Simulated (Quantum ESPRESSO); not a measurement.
# Fe2O3 (Hematite): spin-resolved density of states, part 2 of 2

Where do the states of the two spins of Fe2O3 (Hematite) lie?

Quantum ESPRESSO 7.5; LDA with U = 4.5 eV on Fe d (ortho-atomic projectors); plane waves with GBRV 1.5 LDA potentials, no spin-orbit coupling.

So far, absolute magnetization (μB): step 2 (ground-state run) 17.0.

## Step 3: Post-processing

Level of this step: LDA with U = 4.5 eV on Fe d (ortho-atomic projectors); plane waves with GBRV 1.5 LDA potentials, no spin-orbit coupling, projections on orthogonalised atomic orbitals (Quantum ESPRESSO).

projwfc.in reads:

```
&PROJWFC
  prefix = 'pwscf'
  outdir = './tmp'
  filpdos = 'pdos'
  ngauss = 0
  degauss = 0.01
  DeltaE = 0.05
  Emin = 2.22
  Emax = 16.22
/
```

Started as:

```bash
$ OMP_NUM_THREADS=1 mpirun -n 4 projwfc.x -nk 4 -in projwfc.in > projwfc.out
```

What it wrote:

```text
[banner, memory and clock lines left out]
Program PROJWFC v.7.5 starts

     [... lines left out ...]
     IMPORTANT: XC functional enforced from input :
     Exchange-correlation= PZ
                           (   1   1   0   0   0   0   0)
     Any further DFT definition will be discarded
     Please, verify this is what you really want

     G-vector sticks info

     Check: negative core charge=   -0.000041

     Gaussian broadening (read from input): ngauss,degauss=   0    0.010000

     Calling projwave ....

  Problem Sizes
  natomwfc =           76
  nbnd     =           68
  nkstot   =           80
  npwx     =         2964
  nkb      =          150

     Atomic states used for projection
     (read from pseudopotential files):

     state #   1: atom   1 (Fe1), wfc  1 (l=0 m= 1)
     state #   2: atom   1 (Fe1), wfc  2 (l=1 m= 1)
     state #   3: atom   1 (Fe1), wfc  2 (l=1 m= 2)
     state #   4: atom   1 (Fe1), wfc  2 (l=1 m= 3)
     state #   5: atom   1 (Fe1), wfc  3 (l=2 m= 1)
     state #   6: atom   1 (Fe1), wfc  3 (l=2 m= 2)
     state #   7: atom   1 (Fe1), wfc  3 (l=2 m= 3)
     state #   8: atom   1 (Fe1), wfc  3 (l=2 m= 4)
     state #   9: atom   1 (Fe1), wfc  3 (l=2 m= 5)
     state #  10: atom   1 (Fe1), wfc  4 (l=0 m= 1)
     state #  11: atom   1 (Fe1), wfc  5 (l=1 m= 1)
     state #  12: atom   1 (Fe1), wfc  5 (l=1 m= 2)
     state #  13: atom   1 (Fe1), wfc  5 (l=1 m= 3)
     state #  14: atom   2 (Fe2), wfc  1 (l=0 m= 1)
     state #  15: atom   2 (Fe2), wfc  2 (l=1 m= 1)
     state #  16: atom   2 (Fe2), wfc  2 (l=1 m= 2)
     state #  17: atom   2 (Fe2), wfc  2 (l=1 m= 3)
     state #  18: atom   2 (Fe2), wfc  3 (l=2 m= 1)
     state #  19: atom   2 (Fe2), wfc  3 (l=2 m= 2)
     state #  20: atom   2 (Fe2), wfc  3 (l=2 m= 3)
     state #  21: atom   2 (Fe2), wfc  3 (l=2 m= 4)
     state #  22: atom   2 (Fe2), wfc  3 (l=2 m= 5)
     state #  23: atom   2 (Fe2), wfc  4 (l=0 m= 1)
     state #  24: atom   2 (Fe2), wfc  5 (l=1 m= 1)
[...]
state #  37: atom   3 (Fe1), wfc  5 (l=1 m= 1)
     state #  38: atom   3 (Fe1), wfc  5 (l=1 m= 2)
     state #  39: atom   3 (Fe1), wfc  5 (l=1 m= 3)
     state #  40: atom   4 (Fe2), wfc  1 (l=0 m= 1)
     state #  41: atom   4 (Fe2), wfc  2 (l=1 m= 1)
     state #  42: atom   4 (Fe2), wfc  2 (l=1 m= 2)
     state #  43: atom   4 (Fe2), wfc  2 (l=1 m= 3)
     state #  44: atom   4 (Fe2), wfc  3 (l=2 m= 1)
     state #  45: atom   4 (Fe2), wfc  3 (l=2 m= 2)
     state #  46: atom   4 (Fe2), wfc  3 (l=2 m= 3)
     state #  47: atom   4 (Fe2), wfc  3 (l=2 m= 4)
     state #  48: atom   4 (Fe2), wfc  3 (l=2 m= 5)
     state #  49: atom   4 (Fe2), wfc  4 (l=0 m= 1)
     state #  50: atom   4 (Fe2), wfc  5 (l=1 m= 1)
     state #  51: atom   4 (Fe2), wfc  5 (l=1 m= 2)
     state #  52: atom   4 (Fe2), wfc  5 (l=1 m= 3)
     state #  53: atom   5 (O  ), wfc  1 (l=0 m= 1)
     state #  54: atom   5 (O  ), wfc  2 (l=1 m= 1)
     state #  55: atom   5 (O  ), wfc  2 (l=1 m= 2)
     state #  56: atom   5 (O  ), wfc  2 (l=1 m= 3)
     state #  57: atom   6 (O  ), wfc  1 (l=0 m= 1)
     state #  58: atom   6 (O  ), wfc  2 (l=1 m= 1)
     state #  59: atom   6 (O  ), wfc  2 (l=1 m= 2)
     state #  60: atom   6 (O  ), wfc  2 (l=1 m= 3)
     state #  61: atom   7 (O  ), wfc  1 (l=0 m= 1)
     state #  62: atom   7 (O  ), wfc  2 (l=1 m= 1)
     state #  63: atom   7 (O  ), wfc  2 (l=1 m= 2)
     state #  64: atom   7 (O  ), wfc  2 (l=1 m= 3)
     state #  65: atom   8 (O  ), wfc  1 (l=0 m= 1)
     state #  66: atom   8 (O  ), wfc  2 (l=1 m= 1)
     state #  67: atom   8 (O  ), wfc  2 (l=1 m= 2)
     state #  68: atom   8 (O  ), wfc  2 (l=1 m= 3)
     state #  69: atom   9 (O  ), wfc  1 (l=0 m= 1)
     state #  70: atom   9 (O  ), wfc  2 (l=1 m= 1)
     state #  71: atom   9 (O  ), wfc  2 (l=1 m= 2)
     state #  72: atom   9 (O  ), wfc  2 (l=1 m= 3)
     state #  73: atom  10 (O  ), wfc  1 (l=0 m= 1)
     state #  74: atom  10 (O  ), wfc  2 (l=1 m= 1)
     state #  75: atom  10 (O  ), wfc  2 (l=1 m= 2)
     state #  76: atom  10 (O  ), wfc  2 (l=1 m= 3)

 [... projections of the bands left out ...]

Lowdin Charges:

     Atom #   1: total charge =  15.3006, s =  2.4391, p =  7.1093, d =  5.7522,
                 spin up      =   9.7468, s =  1.2271,
                 spin up      =   9.7468, p =  3.5642, pz=  1.1855, px=  1.1893, py=  1.1893,
                 spin up      =   9.7468, d =  4.9555, dz2=  0.9937, dxz=  0.9909, dyz=  0.9909, dx2-y2=  0.9900, dxy=  0.9900,
                 spin down    =   5.5538, s =  1.2120,
                 spin down    =   5.5538, p =  3.5451, pz=  1.1762, px=  1.1844, py=  1.1844,
                 spin down    =   5.5538, d =  0.7967, dz2=  0.0964, dxz=  0.1909, dyz=  0.1909, dx2-y2=  0.1592, dxy=  0.1592,
                 polarization =   4.1930, s =  0.0151, p =  0.0191, d =  4.1588,
     Atom #   2: total charge =  15.3006, s =  2.4391, p =  7.1093, d =  5.7522,
                 spin up      =   5.5538, s =  1.2120,
                 spin up      =   5.5538, p =  3.5451, pz=  1.1762, px=  1.1844, py=  1.1844,
                 spin up      =   5.5538, d =  0.7967, dz2=  0.0964, dxz=  0.1909, dyz=  0.1909, dx2-y2=  0.1592, dxy=  0.1592,
                 spin down    =   9.7468, s =  1.2271,
                 spin down    =   9.7468, p =  3.5642, pz=  1.1855, px=  1.1893, py=  1.1893,
                 spin down    =   9.7468, d =  4.9555, dz2=  0.9937, dxz=  0.9909, dyz=  0.9909, dx2-y2=  0.9900, dxy=  0.9900,
                 polarization =  -4.1930, s = -0.0151, p = -0.0191, d = -4.1588,
     Atom #   3: total charge =  15.3006, s =  2.4391, p =  7.1093, d =  5.7522,
                 spin up      =   9.7468, s =  1.2271,
                 spin up      =   9.7468, p =  3.5642, pz=  1.1855, px=  1.1893, py=  1.1893,
                 spin up      =   9.7468, d =  4.9555, dz2=  0.9937, dxz=  0.9909, dyz=  0.9909, dx2-y2=  0.9900, dxy=  0.9900,
                 spin down    =   5.5538, s =  1.2120,
                 spin down    =   5.5538, p =  3.5451, pz=  1.1762, px=  1.1844, py=  1.1844,
                 spin down    =   5.5538, d =  0.7967, dz2=  0.0964, dxz=  0.1909, dyz=  0.1909, dx2-y2=  0.1592, dxy=  0.1592,
                 polarization =   4.1930, s =  0.0151, p =  0.0191, d =  4.1588,
     Atom #   4: total charge =  15.3006, s =  2.4391, p =  7.1093, d =  5.7522,
                 spin up      =   5.5538, s =  1.2120,
                 spin up      =   5.5538, p =  3.5451, pz=  1.1762, px=  1.1844, py=  1.1844,
                 spin up      =   5.5538, d =  0.7967, dz2=  0.0964, dxz=  0.1909, dyz=  0.1909, dx2-y2=  0.1592, dxy=  0.1592,
                 spin down    =   9.7468, s =  1.2271,
                 spin down    =   9.7468, p =  3.5642, pz=  1.1855, px=  1.1893, py=  1.1893,
                 spin down    =   9.7468, d =  4.9555, dz2=  0.9937, dxz=  0.9909, dyz=  0.9909, dx2-y2=  0.9900, dxy=  0.9900,
                 polarization =  -4.1930, s = -0.0151, p = -0.0191, d = -4.1588,
     Atom #   5: total charge =   6.4320, s =  1.6308, p =  4.8012, d =  0.0000,
                 spin up      =   3.2160, s =  0.8154,
                 spin up      =   3.2160, p =  2.4006, pz=  0.8027, px=  0.7905, py=  0.8074,
                 spin up      =   3.2160, d =  0.0000, dz2=  0.0000, dxz=  0.0000, dyz=  0.0000, dx2-y2=  0.0000, dxy=  0.0000,
                 spin down    =   3.2160, s =  0.8154,
                 spin down    =   3.2160, p =  2.4006, pz=  0.8027, px=  0.7905, py=  0.8074,
                 spin down    =   3.2160, d =  0.0000, dz2=  0.0000, dxz=  0.0000, dyz=  0.0000, dx2-y2=  0.0000, dxy=  0.0000,
                 polarization =   0.0000, s =  0.0000, p =  0.0000, d =  0.0000,
     Atom #   6: total charge =   6.4320, s =  1.6308, p =  4.8012, d =  0.0000,
                 spin up      =   3.2160, s =  0.8154,
                 spin up      =   3.2160, p =  2.4006, pz=  0.8027, px=  0.7926, py=  0.8053,
                 spin up      =   3.2160, d =  0.0000, dz2=  0.0000, dxz=  0.0000, dyz=  0.0000, dx2-y2=  0.0000, dxy=  0.0000,
                 spin down    =   3.2160, s =  0.8154,
                 spin down    =   3.2160, p =  2.4006, pz=  0.8027, px=  0.8138, py=  0.7842,
                 spin down    =   3.2160, d =  0.0000, dz2=  0.0000, dxz=  0.0000, dyz=  0.0000, dx2-y2=  0.0000, dxy=  0.0000,
                 polarization =   0.0000, s =  0.0000, p =  0.0000, d =  0.0000,
     Atom #   7: total charge =   6.4320, s =  1.6308, p =  4.8012, d =  0.0000,
                 spin up      =   3.2160, s =  0.8154,
                 spin up      =   3.2160, p =  2.4006, pz=  0.8027, px=  0.8138, py=  0.7842,
                 spin up      =   3.2160, d =  0.0000, dz2=  0.0000, dxz=  0.0000, dyz=  0.0000, dx2-y2=  0.0000, dxy=  0.0000,
                 spin down    =   3.2160, s =  0.8154,
                 spin down    =   3.2160, p =  2.4006, pz=  0.8027, px=  0.7926, py=  0.8053,
                 spin down    =   3.2160, d =  0.0000, dz2=  0.0000, dxz=  0.0000, dyz=  0.0000, dx2-y2=  0.0000, dxy=  0.0000,
                 polarization =   0.0000, s =  0.0000, p =  0.0000, d =  0.0000,
     Atom #   8: total charge =   6.4320, s =  1.6308, p =  4.8012, d =  0.0000,
                 spin up      =   3.2160, s =  0.8154,
                 spin up      =   3.2160, p =  2.4006, pz=  0.8027, px=  0.7905, py=  0.8074,
                 spin up      =   3.2160, d =  0.0000, dz2=  0.0000, dxz=  0.0000, dyz=  0.0000, dx2-y2=  0.0000, dxy=  0.0000,
                 spin down    =   3.2160, s =  0.8154,
                 spin down    =   3.2160, p =  2.4006, pz=  0.8027, px=  0.7905, py=  0.8074,
                 spin down    =   3.2160, d =  0.0000, dz2=  0.0000, dxz=  0.0000, dyz=  0.0000, dx2-y2=  0.0000, dxy=  0.0000,
                 polarization =   0.0000, s =  0.0000, p =  0.0000, d =  0.0000,
     Atom #   9: total charge =   6.4320, s =  1.6308, p =  4.8012, d =  0.0000,
                 spin up      =   3.2160, s =  0.8154,
                 spin up      =   3.2160, p =  2.4006, pz=  0.8027, px=  0.7926, py=  0.8053,
                 spin up      =   3.2160, d =  0.0000, dz2=  0.0000, dxz=  0.0000, dyz=  0.0000, dx2-y2=  0.0000, dxy=  0.0000,
                 spin down    =   3.2160, s =  0.8154,
                 spin down    =   3.2160, p =  2.4006, pz=  0.8027, px=  0.8138, py=  0.7842,
                 spin down    =   3.2160, d =  0.0000, dz2=  0.0000, dxz=  0.0000, dyz=  0.0000, dx2-y2=  0.0000, dxy=  0.0000,
                 polarization =   0.0000, s =  0.0000, p =  0.0000, d =  0.0000,
     Atom #  10: total charge =   6.4320,
```

Wall time 4.2 s (4 MPI ranks of Intel Xeon Platinum 8488C (Sapphire Rapids), shared host); peak memory 0.4 GiB; 17 s of CPU time.

The density of states has structure finer than the step of the table below, so its rows give means over 0.5 eV, whole bins alone (the curve runs from -9.00 to 5.05 eV). Peaks (eV: height): up -7.90: 9.21, -7.40: 7.67, 1.75: 9.2, 2.55: 9.12; down -7.90: 9.21, -7.40: 7.67, 1.75: 9.2, 2.55: 9.12; Fe1 d up = Fe2 d down -7.90: 3.35, -7.40: 3.07; Fe1 d down = Fe2 d up 1.75: 4.07, 2.55: 3.26; O5 p up = O5 p down -3.50: 0.614, -2.90: 0.514, -1.90: 0.548, -1.30: 0.46.

Gaussian broadening of 0.136 eV on the SCF mesh. The density of states by energy, zero at the Fermi level; means over each step; values in states/eV/cell:

| energy (eV) | up | down | Fe1 d up = Fe2 d down | Fe1 d down = Fe2 d up | O5 p up = O5 p down |
| --- | --- | --- | --- | --- | --- |
| -8.5 | 3.01 | 3.01 | 1.01 | 0.00935 | 0.129 |
| -8.0 | 8.12 | 8.12 | 2.94 | 0.0382 | 0.296 |
| -7.5 | 6.72 | 6.72 | 2.65 | 0.0373 | 0.180 |
| -7.0 | 2.12 | 2.12 | 0.917 | 0.00932 | 0.0357 |
| -6.5 | 0.303 | 0.303 | 0.0311 | 0.00638 | 0.0281 |
| -6.0 | 3.08 | 3.08 | 0.331 | 0.0777 | 0.283 |
| -5.5 | 2.39 | 2.39 | 0.231 | 0.0609 | 0.229 |
| -5.0 | 2.79 | 2.79 | 0.206 | 0.0886 | 0.290 |
| -4.5 | 3.42 | 3.42 | 0.254 | 0.120 | 0.360 |
| -4.0 | 4.40 | 4.40 | 0.225 | 0.255 | 0.495 |
| -3.5 | 4.64 | 4.64 | 0.146 | 0.249 | 0.571 |
| -3.0 | 3.59 | 3.59 | 0.116 | 0.147 | 0.462 |
| -2.5 | 3.26 | 3.26 | 0.132 | 0.122 | 0.421 |
| -2.0 | 3.88 | 3.88 | 0.258 | 0.159 | 0.471 |
| -1.5 | 3.05 | 3.05 | 0.232 | 0.117 | 0.370 |
| -1.0 | 1.23 | 1.23 | 0.0924 | 0.0376 | 0.155 |
| -0.5 | 1.7e-4 | 1.7e-4 | 1.1e-5 | 5.3e-6 | 1.6e-5 |
| 0.0 | 0 | 0 | 0 | 0 | 0 |
| 0.5 | 9.9e-5 | 9.9e-5 | 0 | 4.4e-5 | 0 |
| 1.0 | 2.22 | 2.22 | 0.00499 | 0.975 | 0.0257 |
| 1.5 | 7.22 | 7.22 | 0.0184 | 3.18 | 0.0999 |
| 2.0 | 3.28 | 3.28 | 0.00825 | 1.40 | 0.0587 |
| 2.5 | 6.88 | 6.88 | 0.0192 | 2.48 | 0.260 |
| 3.0 | 0.407 | 0.407 | 0.00158 | 0.142 | 0.0180 |
| 3.5 | 0.00124 | 0.00124 | 0 | 0 | 0 |
| 4.0 | 0.0144 | 0.0144 | 0 | 2.0e-5 | 5.4e-5 |
| 4.5 | 0.121 | 0.121 | 0 | 4.7e-4 | 0.00144 |

## Step 4: Results

```json
{"state": "antiferromagnetic", "largest moment in a sphere": "3.82 μB"}
```

The most distinct maxima of the density of states (up) lie at -7.90, -7.40, -3.80, 1.75 and 2.55 eV, the highest at -7.90 eV. These are Kohn–Sham states without spin–orbit coupling, on the mesh of the self-consistent run. The moments are opposed on like sites, so the totals of the two spins are equal and the projections on single atoms show the splitting.

[Logs and program files are shortened in this print: banners, set-up blocks, solver, clock and traceback lines can be left out without a mark of their own.]

[Logs are printed without paths, hosts, clocks, repeated set-up lines and the standing remarks that a program may print on its own settings, such as how far it seeks lower states.]

[Hosts, paths, dates, database ids (printed as entryN), source tags and the programs' standing remarks are cut or masked in the printed files.]

[Where a cell is said to come from a database of computed structures, the database is the Materials Project.]
